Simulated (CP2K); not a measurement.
Consider ethylene carbonate at its PBE geometry (Å).

```xyz
10

O     2.7154   -0.1310   -0.1527
C     1.5147   -0.0754   -0.0748
O     0.6948   -1.0959    0.3725
C    -0.6832   -0.7284    0.1172
C    -0.6164    0.7915   -0.0496
O     0.7653    1.0256   -0.4227
H    -1.2914   -1.0513    0.9691
H    -1.0186   -1.2420   -0.7952
H    -1.2606    1.1737   -0.8484
H    -0.8201    1.3331    0.8846
```

Method: CP2K XAS_TDP, all-electron GAPW, PBEh(45%), aug-cc-pVDZ, TDA, GW2X-corrected core level, no relativity.

**Question.** Where do the C K-edge lines lie, and how strong are they?

Leading lines: C2 291.89 eV and C4 291.43 eV. The leading line of an atom is its first one with 35 % of the strongest within 2.5 eV of its lowest line over the strength cut. Core ionisation energies at this level: C2 297.91 and C4 294.85 eV.

The first six lines of each atom with a strength over 0.0015:

```
                                atom  energy (eV)  states  strength, one atom  above the computed threshold
                  C2 (bonded to 3 O)       291.89       1              0.0813                              
                                           295.69       1              0.0019                              
                                           297.69       1              0.0438                              
                                           297.77       1              0.0132                              
                                           298.00       1              0.0042                           yes
                                           298.30       1              0.0087                           yes
C4 (bonded to C, O and 2 H), 2 alike       291.43       1              0.0411                              
                                           292.25       1              0.0091                              
                                           292.70       1              0.0259                              
                                           293.45       1              0.0059                              
                                           293.67       1              0.0028                              
                                           294.25       1              0.0099
```

Lines are vertical, at one geometry, with no vibrational structure. GW2X ionisation energies and lines can be off by 1 to 2 eV either way, and a good line position may hide errors that cancel. These values hold no scalar relativity, about 0.1 eV for C 1s. Rydberg lines, and the discretised continuum above threshold, depend on the basis and the box.

[Banner, clock and machine lines of the logs are left out without a mark of their own.]

[Logs are printed without paths, hosts, clocks, repeated set-up lines and the standing remarks that a program may print on its own settings, such as how far it seeks lower states.]

[Hosts, paths, dates, database ids (printed as entryN), source tags and the programs' standing remarks are cut or masked in the printed files.]
